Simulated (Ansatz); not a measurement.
**(BP)2(SiC)2 [001] superlattice, started as zinc blende: the cell at rest**

Aim: bring (BP)2(SiC)2 [001] superlattice, started as zinc blende to small forces and stress, as phonons need.

Calculated with Ansatz 0.2.0; DFT PBEsol, scalar-relativistic, plane waves, PAW.

The structure was built from a prototype and need not be the compound's stable phase.

### Step 1. Set-up

The structure is orthorhombic, space group Pmm2 (No. 25). The conventional cell has a = 3.147 Å, b = 3.147 Å, c = 8.900 Å, α = 90.00°, β = 90.00°, γ = 90.00°. B has 2 C at 1.93 Å and 2 P at 1.93 Å nearest. Nearest to B lie 4 P at 1.93 Å. Nearest to C lie 4 Si at 1.93 Å. Nearest to C lie 2 Si at 1.93 Å and 2 B at 1.93 Å. Nearest to P lie 4 B at 1.93 Å. P has 2 Si at 1.93 Å and 2 B at 1.93 Å nearest. Farther neighbours are not listed.

Structure file:

```cif
data_structure
_symmetry_space_group_name_H-M 'P 1'
_symmetry_Int_Tables_number 1
_cell_length_a 3.1466
_cell_length_b 3.1466
_cell_length_c 8.9000
_cell_angle_alpha 90.000
_cell_angle_beta 90.000
_cell_angle_gamma 90.000
_cell_volume 88.12
loop_
_atom_site_label
_atom_site_type_symbol
_atom_site_fract_x
_atom_site_fract_y
_atom_site_fract_z
_atom_site_occupancy
B1 B 0.00000 0.00000 0.00000 1
B2 B 0.50000 0.50000 0.25000 1
C3 C 0.50000 0.00000 0.62500 1
C4 C 0.00000 0.50000 0.87500 1
P5 P 0.50000 0.00000 0.12500 1
P6 P 0.00000 0.50000 0.37500 1
Si7 Si 0.00000 0.00000 0.50000 1
Si8 Si 0.50000 0.50000 0.75000 1
```

### Step 2. A coarse first look

A quick single point on a coarse mesh tells whether the cell has a gap and how far it is from rest, which sets the k mesh and smearing that follow.

input.yaml

```yaml
crystal:
  lattice:
    - [2.225, 2.225, 0.0]
    - [-2.225, 2.225, 0.0]
    - [0.0, 0.0, 8.9]
  atoms:
    - { symbol: B, position: [0.0, 0.0, 0.0] }
    - { symbol: B, position: [0.5, 0.5, 0.25] }
    - { symbol: C, position: [0.5, 0.0, 0.625] }
    - { symbol: C, position: [0.0, 0.5, 0.875] }
    - { symbol: P, position: [0.5, 0.0, 0.125] }
    - { symbol: P, position: [0.0, 0.5, 0.375] }
    - { symbol: Si, position: [0.0, 0.0, 0.5] }
    - { symbol: Si, position: [0.5, 0.5, 0.75] }
kpoints:
  mp_grid: { grid: [6, 6, 2] }
hamiltonian:
  xc: pbesol
scf:
  occupations: { method: gaussian, width: 0.1 }
output:
  forces: true
  stress: true
  eigenvalues: true
```

Command:

```sh
$ ansatz run input.yaml --threads 8 --pin off --max-ram 14336MiB --backend cpu --events-out ev --progress --plain --runs-dir out
```

Numbers of over 12 decimals in the logs are rounded to 6 here.

The log of the run:

```text
Engine: ansatz 0.2.0, aarch64-unknown-linux-gnu
Pseudopotentials: kind: paw
Pseudopotential: B, paw, valence charge 3, recommended cutoff 420 eV (normal), B.paw.azcp
Pseudopotential: C, paw, valence charge 4, recommended cutoff 420 eV (normal), C.paw.azcp
Pseudopotential: P, paw, valence charge 5, recommended cutoff 420 eV (normal), P.paw.azcp
[...]
k-point 0: bands = [... 12 lower, 7.4232, 9.3428, 9.4566, 9.5772, 9.8171, 10.7300, 11.9210, 12.7042, ... 4 higher]
  k-point 1: bands = [... 12 lower, 8.0919, 8.6746, 9.0214, 9.1920, 9.6037, 10.8787, 11.9562, 12.4456, ... 4 higher]
  k-point 2: bands = [... 12 lower, 7.5495, 8.2311, 8.5903, 9.7080, 11.1689, 11.5225, 12.8746, 13.0382, ... 4 higher]
  k-point 31: bands = [... 12 lower, 4.9770, 5.4524, 5.9763, 6.1063, 11.1158, 11.5995, 12.0455, 12.0603, ... 4 higher]
[key lines of the parts left out:]
SCF converged after 8 iterations
Free energy (F): -3520.484340 eV
Fermi energy:    9.710435 eV
P = ⅓ Tr σ = 10.6201 GPa (106.201 kbar)
```

Elapsed: 1.6 s, on 8 threads of Arm Neoverse V1, shared host; peak memory 0.32 GiB.

Numbers from this step:

```yaml
pressure: 10.62 GPa
volume_per_atom: 11.02 Å³
gap_on_the_k_mesh: 0 eV
```

The coarse mesh shows no gap and a pressure of 10.6 GPa.

### Step 3. Rough relaxation

A rough relaxation comes first, because large forces or stress need no tight tolerances yet.

Changes to input.yaml since step 2:

```diff
@@ -24 +24,6 @@
   eigenvalues: true
+relax:
+  adjacent_minimum: "off"
+  f_tol: 0.05
+  max_steps: 80
+  cell: { stress_tol: 0.5 }
```

The log of the run:

```text
[...]
Crystal: 8 atoms, lattice volume = 88.121 Å³
Basis set: ecut = 420 eV, 1717 PW (Γ), exchange–correlation on 48×48×120 points (8 copies of the dense FFT grid, shifted against one another)
Bands: 24, of which v1, the nominal top of the filled ones, is band 16 counted from 1 (15 counted from 0)
Symmetry: 4 space group operations
[...]
k-points: 32 of 72
[...]
- [2.228864, 2.228864, 0]
    - [-2.228785, 2.228785, 0]
    - [0, 0, 8.944808]
  atoms:
    - { symbol: B, position: [0, 0, -0.023802] }
    - { symbol: B, position: [0.5, 0.5, 0.233808] }
    - { symbol: C, position: [0.5, 0, 0.642946] }
    - { symbol: C, position: [0, 0.5, 0.881718] }
    - { symbol: P, position: [0.5, 0, 0.106742] }
    - { symbol: P, position: [0, 0.5, 0.359076] }
    - { symbol: Si, position: [0, 0, 0.530975] }
    - { symbol: Si, position: [0.5, 0.5, 0.768537] }
[key lines of the parts left out:]
SCF converged after 5 iterations
Free energy (F): -3522.915027 eV
Fermi energy:    9.937157 eV
P = ⅓ Tr σ = 0.0932 GPa (0.932 kbar)
```

Elapsed: 6.9 s, on 8 threads; peak memory 0.34 GiB.

Relaxation path:

```csv
step,energy less that of the first step (eV),largest force component (eV/Å),pressure (GPa),volume (Å³)
1,0.0000,9.8377,10.62,88.12
2,-2.2534,2.2511,-0.13,89.39
3,-2.3762,0.9105,-1.64,89.76
4,-2.4286,0.1071,-0.19,88.98
5,-2.4298,0.0289,0.07,88.87
6*,-2.4307,0.0290,0.09,88.87
```

Relaxation steps marked * repeat the geometry before them on a plane-wave basis chosen anew for their cell, so energy and pressure can jump there.

The run keeps the 4 symmetry operations that it works with, so distortions that break them were not tested.

```csv
"conventional cell, symmetrised",before,after,change
a (Å),3.147,3.152,+0.2 %
b (Å),3.147,3.152,+0.2 %
c (Å),8.900,8.945,+0.5 %
volume (Å³/atom),11.02,11.11,+0.8 %
```

The atoms that moved most (Å, as changes of fractional coordinates times the final cell):

```csv
atom,dx,dy,dz,length
Si7,0.000,0.000,0.277,0.277
B1,0.000,0.000,-0.213,0.213
Si8,0.000,0.000,0.166,0.166
P5,0.000,0.000,-0.163,0.163
C3,0.000,0.000,0.161,0.161
B2,0.000,0.000,-0.145,0.145
P6,0.000,0.000,-0.142,0.142
C4,0.000,0.000,0.060,0.060
```

A gap read on the k-mesh alone can miss the band edges.

This step gave:

```yaml
pressure: 0.09317 GPa
volume_per_atom: 11.11 Å³
gap_on_the_k_mesh: 0.05566 eV
direct_gap_on_mesh: 0.5821 eV
```

In this step the volume went from 11.02 to 11.11 Å³/atom.

### Step 4. Bringing the structure to rest

The cell and atoms are relaxed, since residual forces and stress would shift the frequencies.

input.yaml

```yaml
crystal:
  lattice:
    - [2.2288642688, 2.2288642688, 0.0]
    - [-2.2287849072, 2.2287849072, 0.0]
    - [0.0, 0.0, 8.9448083319]
  atoms:
    - { symbol: B, position: [0.0, 0.0, -0.0238018049] }
    - { symbol: B, position: [0.5, 0.5, 0.2338084818] }
    - { symbol: C, position: [0.5, 0.0, 0.6429457154] }
    - { symbol: C, position: [0.0, 0.5, 0.8817175761] }
    - { symbol: P, position: [0.5, 0.0, 0.1067416524] }
    - { symbol: P, position: [0.0, 0.5, 0.3590763827] }
    - { symbol: Si, position: [0.0, 0.0, 0.5309750572] }
    - { symbol: Si, position: [0.5, 0.5, 0.7685369392] }
kpoints:
  mp_grid: { grid: [10, 10, 4] }
hamiltonian:
  xc: pbesol
scf:
  occupations: { method: gaussian, width: 0.01 }
output:
  forces: true
  stress: true
  eigenvalues: true
  write_density: true
  write_potential: true
  elf: true
  volumetric_format: npy
relax:
  adjacent_minimum: "off"
  f_tol: 0.005
  max_steps: 80
  cell: { stress_tol: 0.05 }
```

The log of the run:

```text
[...]
Crystal: 8 atoms, lattice volume = 88.870 Å³
Basis set: ecut = 420 eV, 1717 PW (Γ), exchange–correlation on 48×48×120 points (8 copies of the dense FFT grid, shifted against one another)
Bands: 24, of which v1, the nominal top of the filled ones, is band 16 counted from 1 (15 counted from 0)
[... 1 set-up line as in the run before ...]
[...]
k-points: 108 of 400 (time reversal used)
[...]
SCF iter   1: F=—  HF=-3522.979622 eV  |F-HF|=—  |Δ(HF+E_count)|=         —  Δρ=7.37e-3  dr2=1.71e-1  ethr=1.77e-3  ⟨swp⟩=7.4  Hψ=15803  notcnv=0
[...]
SCF iter   7: F=-3522.945276 eV  HF=-3522.945276 eV  |F-HF|=9.77e-9  |Δ(HF+E_count)|=   4.17e-8  Δρ=5.51e-6  dr2=3.91e-8  ethr=3.13e-10  ⟨swp⟩=15.7  Hψ=19756  notcnv=0
SCF 1 converged in 7 iterations: F = -3522.945276 eV  dr2 = 3.91e-8
[...]
relax step   1: F+E_penalty+E_count = -3522.94527623 eV  Δ(F+E_penalty+E_count) = +0.000e0 eV  max|allowed force component| = 5.230e-2 eV/Å  Δτ_max = 0.0000 Å  P = +0.037 GPa  Ω = 88.870 Å³  (7 SCF iters, dr2 threshold 1.00e-7 eV, accepted)
Crystal: 8 atoms, lattice volume = 88.865 Å³
[...]
SCF iter   4: F=-3522.945399 eV  HF=-3522.945399 eV  |F-HF|=1.24e-8  |Δ(HF+E_count)|=   1.82e-7  Δρ=5.37e-6  dr2=3.54e-8  ethr=5.34e-10  ⟨swp⟩=11.0  Hψ=18781  notcnv=0
SCF 2 converged in 4 iterations: F = -3522.945399 eV  dr2 = 3.54e-8
relax step   2: F+E_penalty+E_count = -3522.94539904 eV  Δ(F+E_penalty+E_count) = -1.228e-4 eV  max|allowed force component| = 2.318e-2 eV/Å  Δτ_max = 0.0021 Å  P = +0.028 GPa  Ω = 88.865 Å³  energy of the carried Pulay correction = +5.196e-6 eV  (4 SCF iters, dr2 threshold 1.71e-7 eV, accepted)
Crystal: 8 atoms, lattice volume = 88.873 Å³
[...]
SCF iter   4: F=-3522.945428 eV  HF=-3522.945428 eV  |F-HF|=4.42e-10  |Δ(HF+E_count)|=   7.48e-9  Δρ=1.57e-6  dr2=2.22e-9  ethr=1.23e-10  ⟨swp⟩=9.1  Hψ=16260  notcnv=0
SCF 3 converged in 4 iterations: F = -3522.945428 eV  dr2 = 2.22e-9
relax step   3: F+E_penalty+E_count = -3522.94542829 eV  Δ(F+E_penalty+E_count) = -2.925e-5 eV  max|allowed force component| = 8.489e-3 eV/Å  Δτ_max = 0.0005 Å  P = +0.014 GPa  Ω = 88.873 Å³  energy of the carried Pulay correction = -4.752e-6 eV  (4 SCF iters, dr2 threshold 3.93e-8 eV, accepted)
[...]
relax step   4: F+E_penalty+E_count = -3522.94542453 eV  Δ(F+E_penalty+E_count) = +3.765e-6 eV  max|allowed force component| = 5.645e-3 eV/Å  Δτ_max = 0.0003 Å  P = +0.002 GPa  Ω = 88.878 Å³  energy of the carried Pulay correction = -1.156e-5 eV  (4 SCF iters, dr2 threshold 4.50e-9 eV, accepted)
[...]
relax step   5: F+E_penalty+E_count = -3522.94542380 eV  Δ(F+E_penalty+E_count) = +7.272e-7 eV  max|allowed force component| = 3.678e-4 eV/Å  Δτ_max = 0.0002 Å  P = -0.000 GPa  Ω = 88.880 Å³  energy of the carried Pulay correction = -1.330e-5 eV  (3 SCF iters, dr2 threshold 1.99e-9 eV, accepted)
[...]
SCF iter   4: F=-3522.945446 eV  HF=-3522.945446 eV  |F-HF|=3.64e-12  |Δ(HF+E_count)|=  6.89e-10  Δρ=1.36e-7  dr2=1.44e-11  ethr=1.00e-12  ⟨swp⟩=5.5  Hψ=14931  notcnv=0
SCF 6 converged in 4 iterations: F = -3522.945446 eV  dr2 = 1.44e-11
relax step   6: F+E_penalty+E_count = -3522.94544617 eV  Δ(F+E_penalty+E_count) = -2.237e-5 eV  max|allowed force component| = 3.712e-4 eV/Å  Δτ_max = 0.0000 Å  P = +0.000 GPa  Ω = 88.880 Å³  stress off target by 1.72e-3 GPa  SCF on the basis re-selected at this cell (its energy is not comparable with the rows above)  (4 SCF iters)
[...]
SCF converged after 4 iterations
Free energy (F): -3522.945446 eV
[...]
Internal energy: -3522.945446 eV  (E = F + TS)
E sigma→0 (E₀):  -3522.945446 eV
Entropy (-TS):   -0.000000 eV (-0.000 meV/atom)
Fermi energy:    9.918375 eV
[...]
--- Forces (eV/Å), atoms counted from 1 ---
  atom   1  B      0.00000000    -0.00000000     0.00020747
  atom   2  B      0.00000000    -0.00000000     0.00021076
  atom   3  C      0.00000000     0.00000000     0.00018656
  atom   4  C     -0.00000000     0.00000000    -0.00037132
  atom   5  P      0.00000000     0.00000000    -0.00019220
  atom   6  P      0.00000000     0.00000000     0.00010892
  atom   7  Si     0.00000000     0.00000000    -0.00024393
  atom   8  Si    -0.00000000    -0.00000000     0.00009279
  max |Σ_I F_I| component: 9.37e-7 eV/Å
--- Stress (GPa, compression-positive) ---
        0.000075       0.001645       0.000000
        0.001645       0.000075       0.000000
        0.000000       0.000000       0.000169
  P = ⅓ Tr σ = 0.0001 GPa (0.001 kbar)
--- Band table (eV; the first three rows and the last of 108) ---
  k-point 0: bands = [... 12 lower, 7.1034, 9.5670, 9.8713, 9.8911, 10.4770, 11.2573, 12.0120, 12.3253, ... 4 higher]
  k-point 1: bands = [... 12 lower, 7.5144, 9.2442, 9.6584, 9.7140, 10.5724, 11.3487, 11.9123, 12.4228, ... 4 higher]
  k-point 2: bands = [... 12 lower, 7.8141, 8.8302, 9.4188, 9.5307, 10.6502, 11.4117, 12.1079, 12.1570, ... 4 higher]
  k-point 107: bands = [... 12 lower, 4.9130, 4.9805, 5.3505, 5.5830, 10.8339, 11.5753, 11.7844, 12.3822, ... 4 higher]
--- Relaxed structure (5 steps of the walk, 5 accepted, 1 SCFs on fresh bases) ---
[...]
cell:  # Å, volume = 88.8798 Å³
    - [2.229762, 2.229762, 0]
    - [-2.227179, 2.227179, 0]
    - [0, 0, 8.948692]
  atoms:
    - { symbol: B, position: [0, 0, -0.023875] }
    - { symbol: B, position: [0.500000, 0.500000, 0.233882] }
    - { symbol: C, position: [0.5, 0, 0.642962] }
    - { symbol: C, position: [0, 0.500000, 0.881723] }
    - { symbol: P, position: [0.5, 0, 0.106693] }
    - { symbol: P, position: [0, 0.500000, 0.358966] }
    - { symbol: Si, position: [0, 0, 0.530889] }
    - { symbol: Si, position: [0.500000, 0.500000, 0.768759] }
```

Elapsed: 19 s, on 8 threads; peak memory 0.52 GiB.

Little changed from the start: no atom moved by 0.005 Å and no cell edge by 0.1 %.

This step gave:

| Item | Value |
| --- | --- |
| pressure | 1.07e-4 GPa |
| gap on the k-mesh | 0.05457 eV |
| direct gap on mesh | 0.5859 eV |

ELF in the ac plane at fractional y = 0.500, with atoms of B and C and P and Si within 0.2 Å of it. It is the smooth field of the valence electrons, not physical close to the nuclei.

Ten even steps from '_' (0.01) to '@' (0.94), each cell a mean:
```
####**++--::__________::--++**##
==++**##**++--......--++**##**++
__..++%%%%%%##==--==##%%%%%%++..
--++%%@@@@@@%%++--++%%@@@@@@%%++
##%%@@@@@@%%++--::--++%%@@@@@@%%
**####%%##==::::==::::==##%%####
----====--::..........::--====--
__......::--------------::......
________....::::::::::....______
______________......____________
::::....__________________....::
++++==--::..__________..::--==++
####**++==::..______..::==++**##
++++++++++==::..__..::==++++++++
____..==##**++--::--++**##==..__
____--%%@@@@%%**++**%%@@@@%%--__
--++%%@@@@@@%%++==++%%@@@@@@%%++
**##%%@@@@%%==..__..==%%@@@@%%##
--==++++**==::______::==**++++==
__....::--======--======--::....
______..::--++++**++++--::..____
________....::------::....______
________________________________
==--::..__________________..::--
```
Columns run along a (3.2 Å), rows up along c (8.9 Å). Atoms in or near the plane, at fractional coordinates: B at (0.50, 0.23), C at (0.00, 0.88), P at (0.00, 0.36), Si at (0.50, 0.77).

Valence density in the ac plane at fractional y = 0.500, with atoms of B and C and P and Si within 0.2 Å of it. It is the smooth field of the valence electrons, not physical close to the nuclei.

Values in e/Å³, 24 rows by 16 columns, each cell a mean:
```
0.7 0.6 0.5 0.3 0.2 0.1 0.1 0.1 0.1 0.1 0.1 0.1 0.2 0.3 0.5 0.6
1.5 1.4 1.1 0.8 0.5 0.3 0.2 0.1 0.1 0.1 0.2 0.3 0.5 0.8 1.1 1.4
1.7 1.8 1.6 1.2 0.8 0.5 0.4 0.3 0.3 0.3 0.4 0.5 0.8 1.2 1.6 1.8
1.6 1.6 1.5 1.2 0.9 0.7 0.5 0.4 0.3 0.4 0.5 0.7 0.9 1.2 1.5 1.6
0.9 0.9 0.9 0.8 0.8 0.6 0.4 0.2 0.1 0.2 0.4 0.6 0.8 0.8 0.9 0.9
0.4 0.4 0.4 0.5 0.5 0.4 0.2 0.1 0.1 0.1 0.2 0.4 0.5 0.5 0.4 0.4
0.2 0.2 0.2 0.2 0.3 0.3 0.3 0.2 0.2 0.2 0.3 0.3 0.3 0.2 0.2 0.2
0.1 0.1 0.1 0.1 0.2 0.2 0.3 0.3 0.3 0.3 0.3 0.2 0.2 0.1 0.1 0.1
0.1 0.1 0.1 0.1 0.1 0.1 0.2 0.2 0.2 0.2 0.2 0.1 0.1 0.1 0.1 0.1
0.1 0.1 0.1 0.1 0.1 0.1 0.1 0.1 0.1 0.1 0.1 0.1 0.1 0.1 0.1 0.1
0.2 0.2 0.1 0.1 0.1 0.1 0.1 0.1 0.1 0.1 0.1 0.1 0.1 0.1 0.1 0.2
0.3 0.3 0.2 0.2 0.1 0.1 0.1 0.1 0.0 0.1 0.1 0.1 0.1 0.2 0.2 0.3
0.6 0.5 0.4 0.3 0.2 0.1 0.1 0.1 0.1 0.1 0.1 0.1 0.2 0.3 0.4 0.5
0.7 0.7 0.6 0.5 0.4 0.2 0.2 0.1 0.1 0.1 0.2 0.2 0.4 0.5 0.6 0.7
0.2 0.3 0.5 0.6 0.6 0.4 0.3 0.2 0.2 0.2 0.3 0.4 0.6 0.6 0.5 0.3
0.1 0.2 0.5 0.8 0.8 0.6 0.5 0.4 0.4 0.4 0.5 0.6 0.8 0.8 0.5 0.2
0.5 0.6 0.8 0.9 0.9 0.8 0.7 0.7 0.6 0.7 0.7 0.8 0.9 0.9 0.8 0.6
0.5 0.5 0.6 0.7 0.7 0.8 0.8 0.6 0.4 0.6 0.8 0.8 0.7 0.7 0.6 0.5
0.2 0.2 0.3 0.4 0.5 0.6 0.6 0.5 0.4 0.5 0.6 0.6 0.5 0.4 0.3 0.2
0.1 0.1 0.1 0.2 0.3 0.4 0.5 0.6 0.7 0.6 0.5 0.4 0.3 0.2 0.1 0.1
0.0 0.1 0.1 0.1 0.2 0.2 0.3 0.4 0.4 0.4 0.3 0.2 0.2 0.1 0.1 0.1
0.0 0.0 0.1 0.1 0.1 0.1 0.2 0.2 0.2 0.2 0.2 0.1 0.1 0.1 0.1 0.0
0.1 0.1 0.1 0.1 0.1 0.1 0.1 0.1 0.1 0.1 0.1 0.1 0.1 0.1 0.1 0.1
0.2 0.2 0.2 0.1 0.1 0.1 0.1 0.1 0.1 0.1 0.1 0.1 0.1 0.1 0.2 0.2
```
Columns run along a (3.2 Å), rows up along c (8.9 Å). Atoms in or near the plane, at fractional coordinates: B at (0.50, 0.23), C at (0.00, 0.88), P at (0.00, 0.36), Si at (0.50, 0.77).

Electrostatic potential energy in the ac plane at fractional y = 0.500, with atoms of B and C and P and Si within 0.2 Å of it. With pseudopotentials it is smooth inside the atoms' cores, unlike the true potential.

Ten even steps from '0' (-57 eV) to '9' (13 eV), each cell a mean:
```
8899999999999998
2358999999999853
0026898888898620
1247876545678742
7788742101247887
9998631000136899
9998753212357899
9999887767788999
9999999999999999
9999999999999999
9999999999999999
9999999999999999
8888999999999888
3357899999998753
0003689999986300
0003688999886300
1246787656787642
7788863101368887
9999863101368999
9999986545689999
9999999888999999
9999999999999999
9999999999999999
9999999999999999
```
Columns run along a (3.2 Å; values clipped at the 3rd and 97th percentile), rows up along c (8.9 Å). Atoms in or near the plane, at fractional coordinates: B at (0.50, 0.23), C at (0.00, 0.88), P at (0.00, 0.36), Si at (0.50, 0.77).

In this step the volume went from 11.11 to 11.11 Å³/atom.

### Step 5. Relaxing to small forces for the phonons

Phonons need a cell at rest on their own settings, so the relaxation is repeated with tight tolerances on forces and stress on the k mesh and occupations of the first response run.

input.yaml

```yaml
crystal:
  lattice:
    - [2.2297621852, 2.2297621852, 0.0]
    - [-2.2271787112, 2.2271787112, 0.0]
    - [0.0, 0.0, 8.9486922626]
  atoms:
    - { symbol: B, position: [0.0, 0.0, -0.0238745698] }
    - { symbol: B, position: [0.5, 0.5, 0.2338822286] }
    - { symbol: C, position: [0.5, 0.0, 0.642961993] }
    - { symbol: C, position: [0.0, 0.5, 0.8817229042] }
    - { symbol: P, position: [0.5, 0.0, 0.1066934689] }
    - { symbol: P, position: [0.0, 0.5, 0.3589657759] }
    - { symbol: Si, position: [0.0, 0.0, 0.5308888608] }
    - { symbol: Si, position: [0.5, 0.5, 0.7687593384] }
kpoints:
  mp_grid: { grid: [12, 12, 4] }
hamiltonian:
  xc: pbesol
scf:
  occupations: { method: gaussian, width: 0.01 }
output:
  forces: true
  stress: true
  eigenvalues: true
relax:
  adjacent_minimum: "off"
  f_tol: 0.001
  max_steps: 60
  cell: { stress_tol: 0.01 }
```

The log of the run:

```text
[...]
Crystal: 8 atoms, lattice volume = 88.880 Å³
Basis set: ecut = 420 eV, 1717 PW (Γ), exchange–correlation on 48×48×120 points (8 copies of the dense FFT grid, shifted against one another)
Bands: 24, of which v1, the nominal top of the filled ones, is band 16 counted from 1 (15 counted from 0)
[... 1 set-up line as in the run before ...]
[...]
k-points: 147 of 576 (time reversal used)
[...]
- [2.229755, 2.229755, 0]
    - [-2.227037, 2.227037, 0]
    - [0, 0, 8.948923]
  atoms:
    - { symbol: B, position: [0, 0, -0.023878] }
    - { symbol: B, position: [0.500000, 0.5, 0.233885] }
    - { symbol: C, position: [0.500000, 0, 0.642963] }
    - { symbol: C, position: [0, 0.5, 0.881721] }
    - { symbol: P, position: [0.500000, 0, 0.106689] }
    - { symbol: P, position: [0, 0.5, 0.358962] }
    - { symbol: Si, position: [0, 0, 0.530898] }
    - { symbol: Si, position: [0.500000, 0.5, 0.768761] }
[key lines of the parts left out:]
SCF converged after 7 iterations
Free energy (F): -3522.946570 eV
Fermi energy:    9.918568 eV
P = ⅓ Tr σ = -0.0019 GPa (-0.019 kbar)
```

The job ended after 17 s (8 threads; peak memory 0.58 GiB; 2.2 min of CPU time).

Little changed from the start: no atom moved by 0.005 Å and no cell edge by 0.1 %.

Numbers from this step:

```
pressure           : -0.001870 GPa
gap on the k-mesh  : 0.05430 eV
direct gap on mesh : 0.5864 eV
```

The largest force component left is 0.62 meV/Å and the pressure is -0.002 GPa, within the tolerances set. The cell now holds 11.11 Å³/atom.

### Step 6. What came out

| Property | Result |
| --- | --- |
| space group after relaxation (within 0.01 Å) | Pmm2 |
| lattice constant a | 3.150 Å |
| lattice constant b | 3.153 Å |
| lattice constant c | 8.949 Å |
| volume per atom | 11.1 Å³ |
| gap on the k-mesh | 0.0543 eV |

**Reading.** The largest force component left is 0.62 meV/Å and the pressure is -0.002 GPa, within the tolerances set. The cell now holds 11.11 Å³/atom. The relaxation keeps the symmetry of its start, so it says nothing on stability against lower symmetry. The starting cell was built on a prototype and not taken from a measurement, so the phase need not exist.

[Logs are printed without paths, hosts, clocks, repeated set-up lines and the standing remarks that a program may print on its own settings, such as how far it seeks lower states.]

[Hosts, paths, dates, database ids (printed as entryN), source tags and the programs' standing remarks are cut or masked in the printed files.]
